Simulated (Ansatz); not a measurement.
Consider KCrF3 (cubic perovskite) (Pm-3m).

The structure was built from a prototype and need not be the compound's stable phase.

```yaml
crystal:
  lattice:
    - [0.00000, -3.90089, 0.00000]
    - [0.00000, 0.00000, 3.90089]
    - [-3.90089, 0.00000, 0.00000]
  atoms:
    - { symbol: K, position: [0.00000, 0.00000, 0.00000] }
    - { symbol: Cr, position: [0.50000, 0.50000, 0.50000] }
    - { symbol: F, position: [0.50000, 0.50000, 0.00000] }
    - { symbol: F, position: [0.50000, 0.00000, 0.50000] }
    - { symbol: F, position: [0.00000, 0.50000, 0.50000] }
```

The structure was relaxed with LDA. The structure type comes from a generator and need not be one that this composition takes. The structure was generated from a model, not taken from a measurement. The runs that relaxed it are not among those shown. The program's search for lower electronic states was switched off, so nothing shows that the state found is the lowest. PAW set soft_2, made with PBE.

A constrained-RPA run (Ansatz 0.2.0; non-magnetic LDA; Cr d + anion p, bands v11 to c3, 4×4×4 mesh, medium accuracy) builds 14 functions on bands 13 eV wide, with 22.0 electrons in the window. The bare on-site interaction is 20.7 eV and the bare J 0.72 eV.

Q: What U and J survive the screening?

On the Cr d shell, U = 9.58 eV (46 % of the bare value), U′ = 8.39 eV, J = 0.60 eV.

The parent state is non-magnetic and the interaction static (zero frequency); U depends on the window and the orbitals, so it belongs to this model alone. A window that holds the anion p bands defines a model with explicit ligands; its U belongs to that model and is not the U of DFT+U.

[Paths, hosts, dates, memory and timing lines, banners, echoed tables and standing remarks are left out of the program output.]

[Logs are printed without paths, hosts, clocks, repeated set-up lines and the standing remarks that a program may print on its own settings, such as how far it seeks lower states.]

[Runs of the session that timed out or met a known fault of the program may be left out.]

[Hosts, paths, dates, database ids (printed as entryN), source tags and the programs' standing remarks are cut or masked in the printed files.]
